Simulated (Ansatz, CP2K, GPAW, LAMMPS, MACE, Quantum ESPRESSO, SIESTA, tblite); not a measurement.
**Other levels on La2O3 with crystalline order left by the classical run (95 atoms)**

Density of this cell: 5.71 g/cm³. The cell holds 95 atoms: 38 La and 57 O. Cell: a = 12.168 Å, b = 12.168 Å, c = 12.168 Å, α = 90.0°, β = 90.0°, γ = 90.0°. 95 atoms (38 Nd, 57 O) placed at random at 6.31 g/cm³, melted at 5000 K for 10 ps at fixed volume with the Morse and Coulomb pair potential with partial charges (Pedone, Malavasi, Menziani, Cormack and Segre, J. Phys. Chem. B 110, 11780 (2006)). Quenched from 5000 K to 300 K at 20 K/ps and fixed volume, held 5 ps, then minimised at fixed cell. Then Nd was replaced by La and the cell scaled by 1.023 (the potential has no terms for the new elements, so the cell is a start for a DFT relaxation).

Geometry: as built.

The reference, a calculation:

* method: Kohn-Sham DFT, PBE, SSSP efficiency 1.3.0 pseudopotentials, plane waves (Quantum ESPRESSO 7.5); sssp-pbe-1.3.0-efficiency, cutoffs 60/480 Ry, Γ point
* r.m.s. force component: 0.2639 eV/Å
* longest force: 0.8606 eV/Å
* pressure: 0.359 GPa
* gap (highest filled to lowest empty level): 3.122 eV
* time: 21 min on 4 MPI ranks of Arm Neoverse V2, shared host
* CPU time: 83 min

Runs, in no order:
A. CP2K PBE, DZVP-MOLOPT-SR, 600/50 Ry, OT DIIS: Kohn-Sham DFT, PBE, GTH-PBE pseudopotentials, Gaussian and plane waves, DZVP-MOLOPT-SR-GTH, orbital transformation
B. SIESTA PBE, DZP, shift 0.01 Ry, mesh 500 Ry: Kohn-Sham DFT, PBE, PseudoDojo 0.4.1 norm-conserving pseudopotentials (converted to PSML), numerical atomic orbitals (DZP), diagonalisation
C. MACE MPA-0 medium potential: machine-learned interatomic potential MACE MPA-0 medium, trained on PBE(+U) plane-wave data
D. tblite IPEA1-xTB: IPEA1-xTB tight binding, diagonalisation

**Question.** Rank the runs by how far their forces lie from the reference's, least first.

A, C, B, D.

```csv
run,"Δ force, r.m.s. (meV/Å)",share of r.m.s. force (%),CPU time
"A. CP2K PBE, DZVP-MOLOPT-SR, 600/50 Ry, OT DIIS",46.0,17.4,57 min
C. MACE MPA-0 medium potential,78.3,29.7,7.3 s
"B. SIESTA PBE, DZP, shift 0.01 Ry, mesh 500 Ry",128,48.4,12 min
D. tblite IPEA1-xTB,435,165,20 s
```

Periodic xTB results under one method name differ between programs and library versions. Machine-learned potentials mimic data converged in k, so the reference's own k-point error enters their differences. The network of bonds at the start is that of the classical potential that made the cell, and needn't be the one that DFT or experiment would give. The electronic-structure runs sample only Γ, in a cell whose shortest periodic width is 12 Å.

[Logs are printed without paths, hosts, clocks, repeated set-up lines and the standing remarks that a program may print on its own settings, such as how far it seeks lower states.]

[Hosts, paths, dates, database ids (printed as entryN), source tags and the programs' standing remarks are cut or masked in the printed files.]
